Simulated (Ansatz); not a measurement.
# Current against voltage: (C≡C)2 chain with direct metal-carbon ends, between Al atomic chains, part 2 of 2

Wanted: I(V), the voltage drop and T(E, V).

Ansatz 0.2.0; DFT PBE, plane waves, PAW; relaxation of a junction, electrodes held but for their tips (the session's first sound run).

So far: Set-up; Relaxation of the scattering region.

## Step 2: Relaxation of the scattering region (continued)

The steps of the relaxation:

```tsv
step	energy less that of the first step (eV)	largest force component (eV/Å)
1	0.0000	8.8110
2	-0.6772	3.6490
3	-0.7679	1.3062
4	-0.8100	0.1297
5	-0.8111	0.0730
6	-0.8115	0.0015
```

The run keeps the 16 symmetry operations that it works with, so distortions that break them were not tested.

The atoms that moved most (Å):

```tsv
atom	dx	dy	dz	length
C20	0.000	0.000	-0.099	0.099
C19	0.000	0.000	0.099	0.099
Al17	0.000	0.000	0.075	0.075
Al22	0.000	0.000	-0.075	0.075
C18	0.000	0.000	0.043	0.043
C21	0.000	0.000	-0.043	0.043
Al16	0.000	0.000	0.033	0.033
Al23	0.000	0.000	-0.033	0.033
```

This step gave:

```yaml
energy_at_zero_smearing: -19202.0785 eV
```

The largest force component on a free atom ends at 0.002 eV/Å, under the limit of 0.07. The apex atoms end 7.59 Å apart, and their nearest bridge atoms lie at 1.87 Å (Al–C) and 1.87 Å (Al–C).

## Step 3: The sweep under bias

This step: DFT PBE, plane waves, PAW; current against voltage, self-consistent under bias (Ansatz 0.2.0).

Vacuum beyond both ends lets the two leads hold different Fermi levels, and the density is solved anew at each bias. Each lead has 17 atoms, since a wire screens slowly.

input.yaml reads:

```yaml
crystal:
  lattice:
    - [6.0, 0.0, 0.0]
    - [0.0, 6.0, 0.0]
    - [0.0, 0.0, 98.8621785951]
  atoms:
    - { symbol: Al, position: [0.5, 0.5, -2.0e-10] }
    - { symbol: Al, position: [0.5, 0.5, 0.0243773708] }
    - { symbol: Al, position: [0.5, 0.5, 0.0487547418] }
    - { symbol: Al, position: [0.5, 0.5, 0.0731321128] }
    - { symbol: Al, position: [0.5, 0.5, 0.0975094838] }
    - { symbol: Al, position: [0.5, 0.5, 0.1218868548] }
    - { symbol: Al, position: [0.5, 0.5, 0.1462642258] }
    - { symbol: Al, position: [0.5, 0.5, 0.1706415968] }
    - { symbol: Al, position: [0.5, 0.5, 0.1950189678] }
    - { symbol: Al, position: [0.5, 0.5, 0.2193963388] }
    - { symbol: Al, position: [0.5, 0.5, 0.2437737093] }
    - { symbol: Al, position: [0.5, 0.5, 0.2681510803] }
    - { symbol: Al, position: [0.5, 0.5, 0.2925284513] }
    - { symbol: Al, position: [0.5, 0.5, 0.3169058223] }
    - { symbol: Al, position: [0.5, 0.5, 0.3412831933] }
    - { symbol: Al, position: [0.5, 0.5, 0.3659915202] }
    - { symbol: Al, position: [0.5, 0.5, 0.3907963175] }
    - { symbol: C, position: [0.5, 0.5, 0.4097007029] }
    - { symbol: C, position: [0.5, 0.5, 0.4224054825] }
    - { symbol: C, position: [0.5, 0.5, 0.4359832341] }
    - { symbol: C, position: [0.5, 0.5, 0.4486880137] }
    - { symbol: Al, position: [0.5, 0.5, 0.4675923991] }
    - { symbol: Al, position: [0.5, 0.5, 0.4923971963] }
    - { symbol: Al, position: [0.5, 0.5, 0.5171055233] }
    - { symbol: Al, position: [0.5, 0.5, 0.5414828943] }
    - { symbol: Al, position: [0.5, 0.5, 0.5658602653] }
    - { symbol: Al, position: [0.5, 0.5, 0.5902376363] }
    - { symbol: Al, position: [0.5, 0.5, 0.6146150073] }
    - { symbol: Al, position: [0.5, 0.5, 0.6389923778] }
    - { symbol: Al, position: [0.5, 0.5, 0.6633697488] }
    - { symbol: Al, position: [0.5, 0.5, 0.6877471198] }
    - { symbol: Al, position: [0.5, 0.5, 0.7121244908] }
    - { symbol: Al, position: [0.5, 0.5, 0.7365018618] }
    - { symbol: Al, position: [0.5, 0.5, 0.7608792328] }
    - { symbol: Al, position: [0.5, 0.5, 0.7852566038] }
    - { symbol: Al, position: [0.5, 0.5, 0.8096339748] }
    - { symbol: Al, position: [0.5, 0.5, 0.8340113458] }
    - { symbol: Al, position: [0.5, 0.5, 0.8583887168] }
kpoints:
  mp_grid: { grid: [1, 1, 1] }
scf:
  occupations: { method: fermi_dirac, width: 0.1 }
hamiltonian:
  xc: pbe
output:
  current_voltage:
    leads: [[10, 11], [26, 27]]
    bias: [0.4, 0.8, 1.2, 1.6]
    electrode_ends: [16, 21]
    kmesh: [1, 1]
  write_potential: true
  write_density: true
  volumetric_format: npy
basis:
  ecutwfc: "340 eV"
```

Launch:

```
$ ansatz run input.yaml --threads 4 --pin off --max-ram 16384MiB --backend cpu --events-out ev --progress --plain --runs-dir out
```

Numbers of over 12 decimals in the logs are rounded to 6 here.

Log:

```text
[...]
Crystal: 38 atoms, lattice volume = 3559.038 Å³
Basis set: ecut = 340 eV, 50429 PW (Γ)
Bands: 97, of which v1, the nominal top of the filled ones, is band 59 counted from 1 (58 counted from 0)
Symmetry: 16 space group operations
[...]
k-points: 1
[...]
SCF iter   1: F=—  HF=-19203.267596 eV  |F-HF|=—  |Δ(HF+E_count)|=         —  Δρ=4.10e-3  dr2=2.48e1  ethr=1.77e-3  ⟨swp⟩=9.0  Hψ=574  notcnv=0
[...]
SCF iter  11: F=-19202.942173 eV  HF=-19202.942173 eV  |F-HF|=3.46e-8  |Δ(HF+E_count)|=   8.45e-9  Δρ=6.41e-7  dr2=5.56e-8  ethr=8.47e-11  ⟨swp⟩=27.0  Hψ=371  notcnv=0
SCF 1 converged in 11 iterations: F = -19202.942173 eV  dr2 = 5.56e-8
[...]
bias +0 V, iteration  1: dr2 6.95e0 eV, mean Fermi level -1.7256 eV
bias +0 V, iteration  2: dr2 9.06e-1 eV, mean Fermi level -1.7011 eV
bias +0 V, iteration  3: dr2 1.07e-1 eV, mean Fermi level -1.7203 eV
bias +0 V, iteration  4: dr2 1.75e-2 eV, mean Fermi level -1.7131 eV
bias +0 V, iteration  5: dr2 1.74e-3 eV, mean Fermi level -1.7139 eV
bias +0 V, iteration  6: dr2 2.47e-4 eV, mean Fermi level -1.7142 eV
bias +0 V, iteration  7: dr2 1.38e-4 eV, mean Fermi level -1.7142 eV
bias +0 V, iteration  8: dr2 3.53e-6 eV, mean Fermi level -1.7141 eV
bias +0 V, iteration  9: dr2 1.24e-6 eV, mean Fermi level -1.7141 eV
bias +0 V, iteration 10: dr2 1.26e-6 eV, mean Fermi level -1.7140 eV
bias +0 V, iteration 11: dr2 5.72e-7 eV, mean Fermi level -1.7140 eV
bias +0 V, iteration 12: dr2 5.17e-8 eV, mean Fermi level -1.7140 eV
bias +0.4 V, iteration  1: dr2 1.46e2 eV, mean Fermi level -1.6971 eV
bias +0.4 V, iteration  2: dr2 2.11e1 eV, mean Fermi level -1.7038 eV
bias +0.4 V, iteration  3: dr2 1.07e0 eV, mean Fermi level -1.6973 eV
bias +0.4 V, iteration  4: dr2 2.45e-1 eV, mean Fermi level -1.7012 eV
bias +0.4 V, iteration  5: dr2 7.45e-2 eV, mean Fermi level -1.6989 eV
bias +0.4 V, iteration  6: dr2 1.80e-2 eV, mean Fermi level -1.7008 eV
bias +0.4 V, iteration  7: dr2 1.84e-3 eV, mean Fermi level -1.7000 eV
bias +0.4 V, iteration  8: dr2 5.07e-4 eV, mean Fermi level -1.7004 eV
bias +0.4 V, iteration  9: dr2 7.73e-4 eV, mean Fermi level -1.7004 eV
bias +0.4 V, iteration 10: dr2 6.09e-5 eV, mean Fermi level -1.7004 eV
bias +0.4 V, iteration 11: dr2 6.85e-5 eV, mean Fermi level -1.7004 eV
bias +0.4 V, iteration 12: dr2 2.73e-6 eV, mean Fermi level -1.7004 eV
bias +0.4 V, iteration 13: dr2 6.00e-7 eV, mean Fermi level -1.7004 eV
bias +0.4 V, iteration 14: dr2 8.55e-7 eV, mean Fermi level -1.7004 eV
bias +0.4 V, iteration 15: dr2 2.52e-7 eV, mean Fermi level -1.7004 eV
bias +0.4 V, iteration 16: dr2 3.62e-8 eV, mean Fermi level -1.7004 eV
bias +0.8 V, iteration  1: dr2 3.75e1 eV, mean Fermi level -1.6625 eV
bias +0.8 V, iteration  2: dr2 1.02e1 eV, mean Fermi level -1.6894 eV
bias +0.8 V, iteration  3: dr2 1.79e0 eV, mean Fermi level -1.6778 eV
bias +0.8 V, iteration  4: dr2 8.39e-1 eV, mean Fermi level -1.6792 eV
bias +0.8 V, iteration  5: dr2 5.31e-2 eV, mean Fermi level -1.6785 eV
bias +0.8 V, iteration  6: dr2 1.17e-2 eV, mean Fermi level -1.6787 eV
bias +0.8 V, iteration  7: dr2 7.27e-3 eV, mean Fermi level -1.6780 eV
bias +0.8 V, iteration  8: dr2 2.33e-3 eV, mean Fermi level -1.6784 eV
bias +0.8 V, iteration  9: dr2 2.34e-3 eV, mean Fermi level -1.6786 eV
bias +0.8 V, iteration 10: dr2 8.37e-4 eV, mean Fermi level -1.6786 eV
bias +0.8 V, iteration 11: dr2 5.05e-5 eV, mean Fermi level -1.6786 eV
bias +0.8 V, iteration 12: dr2 4.32e-6 eV, mean Fermi level -1.6785 eV
bias +0.8 V, iteration 13: dr2 5.16e-6 eV, mean Fermi level -1.6786 eV
bias +0.8 V, iteration 14: dr2 3.86e-7 eV, mean Fermi level -1.6785 eV
bias +0.8 V, iteration 15: dr2 3.98e-7 eV, mean Fermi level -1.6785 eV
bias +0.8 V, iteration 16: dr2 1.02e-7 eV, mean Fermi level -1.6785 eV
bias +0.8 V, iteration 17: dr2 8.52e-8 eV, mean Fermi level -1.6786 eV
bias +1.2 V, iteration  1: dr2 2.60e1 eV, mean Fermi level -1.6481 eV
bias +1.2 V, iteration  2: dr2 2.31e1 eV, mean Fermi level -1.6814 eV
bias +1.2 V, iteration  3: dr2 7.12e0 eV, mean Fermi level -1.6728 eV
bias +1.2 V, iteration  4: dr2 9.33e-1 eV, mean Fermi level -1.6742 eV
bias +1.2 V, iteration  5: dr2 2.21e-1 eV, mean Fermi level -1.6719 eV
bias +1.2 V, iteration  6: dr2 2.25e-2 eV, mean Fermi level -1.6713 eV
bias +1.2 V, iteration  7: dr2 2.38e-3 eV, mean Fermi level -1.6707 eV
bias +1.2 V, iteration  8: dr2 2.03e-3 eV, mean Fermi level -1.6703 eV
bias +1.2 V, iteration  9: dr2 7.35e-4 eV, mean Fermi level -1.6702 eV
bias +1.2 V, iteration 10: dr2 1.36e-4 eV, mean Fermi level -1.6703 eV
bias +1.2 V, iteration 11: dr2 1.37e-4 eV, mean Fermi level -1.6703 eV
bias +1.2 V, iteration 12: dr2 8.12e-6 eV, mean Fermi level -1.6703 eV
bias +1.2 V, iteration 13: dr2 4.32e-6 eV, mean Fermi level -1.6703 eV
bias +1.2 V, iteration 14: dr2 3.55e-6 eV, mean Fermi level -1.6703 eV
bias +1.2 V, iteration 15: dr2 2.67e-6 eV, mean Fermi level -1.6703 eV
bias +1.2 V, iteration 16: dr2 3.78e-7 eV, mean Fermi level -1.6703 eV
bias +1.2 V, iteration 17: dr2 3.96e-7 eV, mean Fermi level -1.6703 eV
bias +1.2 V, iteration 18: dr2 1.42e-7 eV, mean Fermi level -1.6703 eV
bias +1.2 V, iteration 19: dr2 3.35e-8 eV, mean Fermi level -1.6703 eV
bias +1.6 V, iteration  1: dr2 3.47e0 eV, mean Fermi level -1.6467 eV
bias +1.6 V, iteration  2: dr2 3.34e0 eV, mean Fermi level -1.6612 eV
bias +1.6 V, iteration  3: dr2 1.41e0 eV, mean Fermi level -1.6555 eV
bias +1.6 V, iteration  4: dr2 7.51e-1 eV, mean Fermi level -1.6616 eV
bias +1.6 V, iteration  5: dr2 3.11e-2 eV, mean Fermi level -1.6655 eV
bias +1.6 V, iteration  6: dr2 3.66e-2 eV, mean Fermi level -1.6631 eV
bias +1.6 V, iteration  7: dr2 7.11e-4 eV, mean Fermi level -1.6638 eV
bias +1.6 V, iteration  8: dr2 1.89e-3 eV, mean Fermi level -1.6636 eV
bias +1.6 V, iteration  9: dr2 3.73e-4 eV, mean Fermi level -1.6637 eV
bias +1.6 V, iteration 10: dr2 2.02e-4 eV, mean Fermi level -1.6635 eV
bias +1.6 V, iteration 11: dr2 7.55e-5 eV, mean Fermi level -1.6636 eV
bias +1.6 V, iteration 12: dr2 3.06e-5 eV, mean Fermi level -1.6635 eV
bias +1.6 V, iteration 13: dr2 3.54e-5 eV, mean Fermi level -1.6635 eV
bias +1.6 V, iteration 14: dr2 2.06e-5 eV, mean Fermi level -1.6635 eV
bias +1.6 V, iteration 15: dr2 1.10e-5 eV, mean Fermi level -1.6635 eV
bias +1.6 V, iteration 16: dr2 5.94e-6 eV, mean Fermi level -1.6635 eV
bias +1.6 V, iteration 17: dr2 6.49e-6 eV, mean Fermi level -1.6634 eV
bias +1.6 V, iteration 18: dr2 2.33e-6 eV, mean Fermi level -1.6634 eV
bias +1.6 V, iteration 19: dr2 2.92e-7 eV, mean Fermi level -1.6634 eV
bias +1.6 V, iteration 20: dr2 1.41e-7 eV, mean Fermi level -1.6634 eV
bias +1.6 V, iteration 21: dr2 1.40e-7 eV, mean Fermi level -1.6634 eV
bias +1.6 V, iteration 22: dr2 1.44e-7 eV, mean Fermi level -1.6634 eV
bias +1.6 V, iteration 23: dr2 5.31e-8 eV, mean Fermi level -1.6634 eV
transmission: 6 of 50 steps passed
transmission: 14 of 50 steps passed
[...]
transmission: 50 of 50 steps passed
WARN: The output density's exchange-correlation potential varies sharply where the density is thin. Do not read a vacuum level from v_tot or v_xc, or from such a field of the output density. On a cell that repeats whose density bears no net charge and no dipole along the vacuum's axis use v_es (v_loc + v_h of the components); under efield.dipole_correction with no amplitude use v_es + v_field, which holds any externa [...]
SCF converged after 11 iterations
Free energy (F): -19202.942173 eV
[...]
Internal energy: -19201.215784 eV  (E = F + TS)
E sigma→0 (E₀):  -19202.078979 eV
Entropy (-TS):   -1.726388 eV (-45.431 meV/atom)
Fermi energy:    -1.729484 eV
[...]
--- Band table (eV) ---
  k-point 0: bands = [... 55 lower, -1.8461, -1.8461, -1.8031, -1.8031, -1.6986, -1.6986, -1.6407, -1.6407, ... 34 higher]
--- Current–voltage curve ---
  leads      : [10, 11] from 98.86 to 132.60 and [26, 27] from 149.98 to 183.72 Å, reservoirs outside 120.33 and 162.25
  electrodes : end at 137.50 and 145.09 Å
  density    : 229 bands, filled at a thermal energy of 2.585e-2 eV; current at 300 K
  bias (V)   current (A)   every other point   every other energy   edges, levels   drop (V)   electrons moved   misfit (meV)   iterations
        +0      0.0000e0                   -             0.0000e0        0.0000e0     +0.000            0.00e0           21.8   12
      +0.4     4.3920e-5                   -            4.3920e-5      7.1125e-10     +0.097           6.41e-3           21.8   16
      +0.8     6.5846e-5                   -            6.5846e-5        0.0000e0     +0.392           1.66e-2           18.5   17
[...]
At 0 V the conductance is 1.2727e-4 S, 3.5353e14 S/m².
```

Elapsed: 11 min, on 4 threads of Arm Neoverse V1, shared host; peak memory 3.4 GiB; 41 min of CPU time.

In the SCF lines HF is the Harris–Foulkes energy and dr2 the Hartree energy of the density residual, in eV; the loop may stop once dr2 is under the threshold and the program's other checks hold. Hψ counts applications of the Hamiltonian.

This step gave:

- conductance at zero bias: 1.643 G₀
- current at the highest bias: 86.55 μA
- largest misfit of the leads: 21.81 meV

Cell area 36.000 Å^2. Table of current through one cell by bias:

```tsv
bias (V)	current through one cell (μA)
0.000	0
0.400	43.9
0.800	65.8
1.200	74.1
1.600	86.6
```

Bias 0 V. Transmission and channels at 0 V against energy, zero at the mean Fermi level:

```tsv
energy (eV)	transmission	channels, lower lead	channels, upper lead
-0.259	0.722	2	2
-0.233	0.796	2	2
-0.207	0.902	2	2
-0.181	1.03	2	2
-0.155	1.18	2	2
-0.129	1.33	2	2
-0.103	1.46	2	2
-0.078	1.56	2	2
-0.052	1.62	2	2
-0.026	1.66	2	2
0.000	1.67	2	2
0.026	1.67	2	2
0.052	1.65	2	2
0.078	1.62	2	2
0.103	1.59	2	2
0.129	1.55	2	2
0.155	1.52	2	2
0.181	1.49	2	2
0.207	1.47	2	2
0.233	1.46	2	2
0.259	1.45	2	2
```

Bias 0.8 V. Table of transmission and channels at 0.8 V by energy, zero at the mean Fermi level:

```tsv
energy (eV)	transmission	channels, lower lead	channels, upper lead
-0.672	0	0	0
-0.620	0	0	2
-0.569	0	0	2
-0.543	0	0	2
-0.491	0	0	2
-0.439	0	0	2
-0.388	0	0	2
-0.336	0	0	2
-0.310	0	0	2
-0.259	0	0	2
-0.207	1.02	2	2
-0.155	1.14	2	2
-0.103	1.13	2	2
-0.078	1.13	2	2
-0.026	1.14	2	2
0.000	1.16	2	2
0.026	1.19	2	2
0.078	1.27	2	2
0.103	1.32	2	2
0.155	1.42	2	2
0.207	1.52	2	2
0.259	1.61	2	2
0.310	1.66	2	2
0.336	1.68	2	3
0.388	1.71	2	3
0.439	1.72	2	3
0.491	1.73	2	3
0.543	1.74	2	3
0.569	1.75	2	3
0.620	1.77	2	3
0.672	1.79	2	3
```

Bias 1.6 V. Transmission and channels at 1.6 V against energy, zero at the mean Fermi level:

```tsv
energy (eV)	transmission	channels, lower lead	channels, upper lead
-1.060	0	1	0
-0.982	0	0	2
-0.905	0	0	2
-0.853	0	0	2
-0.776	0	0	2
-0.698	0	0	2
-0.620	0	0	2
-0.543	0	0	2
-0.465	0	0	2
-0.414	0	0	2
-0.336	0	0	2
-0.259	0	0	2
-0.181	0	0	2
-0.103	0	0	2
-0.026	0	0	3
0.000	0	0	3
0.026	0	0	3
0.103	0.700	2	3
0.181	1.40	2	3
0.259	1.34	2	3
0.336	1.41	2	3
0.414	1.53	2	3
0.465	1.62	2	3
0.543	1.74	2	3
0.620	1.82	2	3
0.698	1.88	2	3
0.776	1.91	2	3
0.853	1.94	2	3
0.905	1.95	2	3
0.982	1.97	2	3
1.060	1.98	3	3
```

The Hartree potential energy less that at 0 V, planar mean (0.4 V) oscillates, so the rows of the table below give means over windows of 5 Å about each position, cut where the curve ends. Its maxima inside the range that stand out by 2 % of the span (Å: eV): 100.5: 0.214, 127.6: 0.0792, 135.8: 0.0933, 151.3: -0.0352, 161.9: -0.0514. Its minima: 123.3: 0.0195, 131.9: 0.0143, 145.4: -0.116, 157.0: -0.0898, 178.7: -0.184.

Hartree potential energy less that at 0 V, planar mean against z; means over each step:

```tsv
z (Å)	0.4 V (eV)	0.8 V (eV)	1.2 V (eV)	1.6 V (eV)
95	0.113	0.239	0.352	0.466
100	0.209	0.427	0.631	0.834
105	0.212	0.433	0.641	0.848
110	0.185	0.398	0.602	0.804
115	0.0919	0.260	0.447	0.624
120	0.0493	0.184	0.362	0.521
125	0.0446	0.172	0.355	0.518
130	0.0428	0.180	0.375	0.542
135	0.0678	0.159	0.333	0.485
140	-0.00704	-0.00727	0.0717	0.169
145	-0.0915	-0.256	-0.416	-0.537
150	-0.0477	-0.192	-0.388	-0.582
155	-0.0717	-0.224	-0.434	-0.621
160	-0.0663	-0.227	-0.429	-0.624
165	-0.0661	-0.214	-0.417	-0.606
170	-0.120	-0.272	-0.463	-0.650
175	-0.174	-0.344	-0.530	-0.717
180	-0.183	-0.360	-0.551	-0.743
185	-0.161	-0.309	-0.470	-0.633
190	-0.0487	-0.0838	-0.130	-0.177
```

The electron density less that at 0 V, planar mean (0.4 V) oscillates, so the rows of the table below give means over windows of 5 Å about each position, cut where the curve ends. Its first 14 maxima inside the range that stand out by 2 % of the span (Å: e/Å³): 97.5: 7.6e-5, 100.2: 3.2e-5, 103.2: 4.0e-6, 105.8: 2.2e-5, 108.1: 4.6e-5, 110.7: 8.4e-5, 113.1: 1.0e-4, 115.4: 4.7e-5, 118.0: 5.9e-5, 120.0: 1.2e-4, 122.3: -1.0e-5, 127.6: 1.2e-4, 129.6: 5.6e-5, 133.5: -1.8e-6. Its first 14 minima: 99.2: 1.5e-5, 101.5: -7.4e-6, 104.8: -6.3e-6, 107.1: -1.5e-5, 109.4: -2.7e-5, 111.7: -5.8e-5, 114.4: -8.9e-5, 116.4: -1.5e-4, 119.0: -2.1e-5, 121.3: -8.2e-5, 123.3: -8.3e-5, 128.9: 2.9e-5, 132.2: -1.2e-4, 134.2: -2.1e-5.

Table of electron density less that at 0 V, planar mean by z; means over each step:

```tsv
z (Å)	0.4 V (e/Å³)	0.8 V (e/Å³)	1.2 V (e/Å³)	1.6 V (e/Å³)
95	1.5e-5	3.1e-5	4.8e-5	6.5e-5
100	2.2e-5	4.3e-5	6.4e-5	8.4e-5
105	2.5e-6	3.2e-6	3.5e-6	4.1e-6
110	1.6e-5	2.4e-5	2.8e-5	3.2e-5
115	-2.5e-5	-2.1e-5	-2.2e-5	-2.4e-5
120	1.4e-5	1.0e-5	3.0e-6	-6.0e-6
125	-8.7e-6	-4.0e-5	-4.2e-5	-3.9e-5
130	-1.7e-5	3.3e-5	5.6e-5	7.2e-5
135	6.7e-5	9.3e-5	1.1e-4	1.1e-4
140	-4.0e-5	-7.6e-5	-8.3e-5	-7.3e-5
145	-3.6e-5	-8.6e-5	-1.4e-4	-1.8e-4
150	3.8e-5	7.4e-5	1.2e-4	1.4e-4
155	-1.6e-5	-1.6e-5	-4.0e-5	-3.1e-5
160	9.5e-6	3.8e-6	7.4e-6	4.2e-6
165	6.5e-6	9.1e-6	8.1e-6	6.4e-6
170	-1.6e-6	1.4e-6	3.6e-6	2.7e-6
175	-8.5e-6	-1.1e-5	-1.0e-5	-1.1e-5
180	-9.6e-7	-3.3e-6	-7.6e-6	-1.1e-5
185	-3.7e-5	-7.2e-5	-1.1e-4	-1.4e-4
190	-9.7e-7	-1.4e-6	-1.7e-6	-2.1e-6
```

By hand: at 1.6 V the window reaches from -0.8 to 0.8 eV, and the mean transmission a spin over it is 0.700. With sharp Fermi edges I = G0 × V × T̄ = 77.48 μS × 1.6 V × 0.700 = 86.7 μA, against 86.6 μA from the program at 300 K.

The zero-bias conductance is 1.64 G₀; current over voltage goes 1.42 at +0.4 V, 1.06 at +0.8 V, 0.797 at +1.2 V and 0.698 at +1.6 V in the same unit. The leads' misfit reaches 22 meV.

## Step 4: Results

```yaml
conductance_at_zero_bias: 1.64 G₀
current_at_plus_0p4_v: 43.9 μA
current_at_plus_0p8_v: 65.8 μA
current_at_plus_1p2_v: 74.1 μA
current_at_plus_1p6_v: 86.6 μA
```

**Reading.** The junction conducts 1.64 G₀ at zero bias and carries 86.6 μA at 1.60 V. At 1.60 V the current is 0.43 times what the zero-bias conductance would give; over all biases of the sweep that ratio lies between 0.43 and 0.86. Of the 1.60 V, 1.12 V drops at the junction and the rest at the reservoirs. By +0.8 V a band edge of a lead has entered the bias window, and at +1.6 V 56 % of the window has no channel on one side; narrow lead bands can shape the curve there. A wire screens slowly, so the current depends on the leads' length and the box width; neither was converged here. Semilocal functionals put a molecule's frontier levels too near the Fermi level, so conductances off resonance usually come out too high. Transport is coherent and elastic here: the atoms are frozen, so scattering by vibrations plays no part. A cutoff under the files' recommended one was taken to save time; its effect on T(E) was not tested here.

[Logs are printed without paths, hosts, clocks, repeated set-up lines and the standing remarks that a program may print on its own settings, such as how far it seeks lower states.]

[Hosts, paths, dates, database ids (printed as entryN), source tags and the programs' standing remarks are cut or masked in the printed files.]
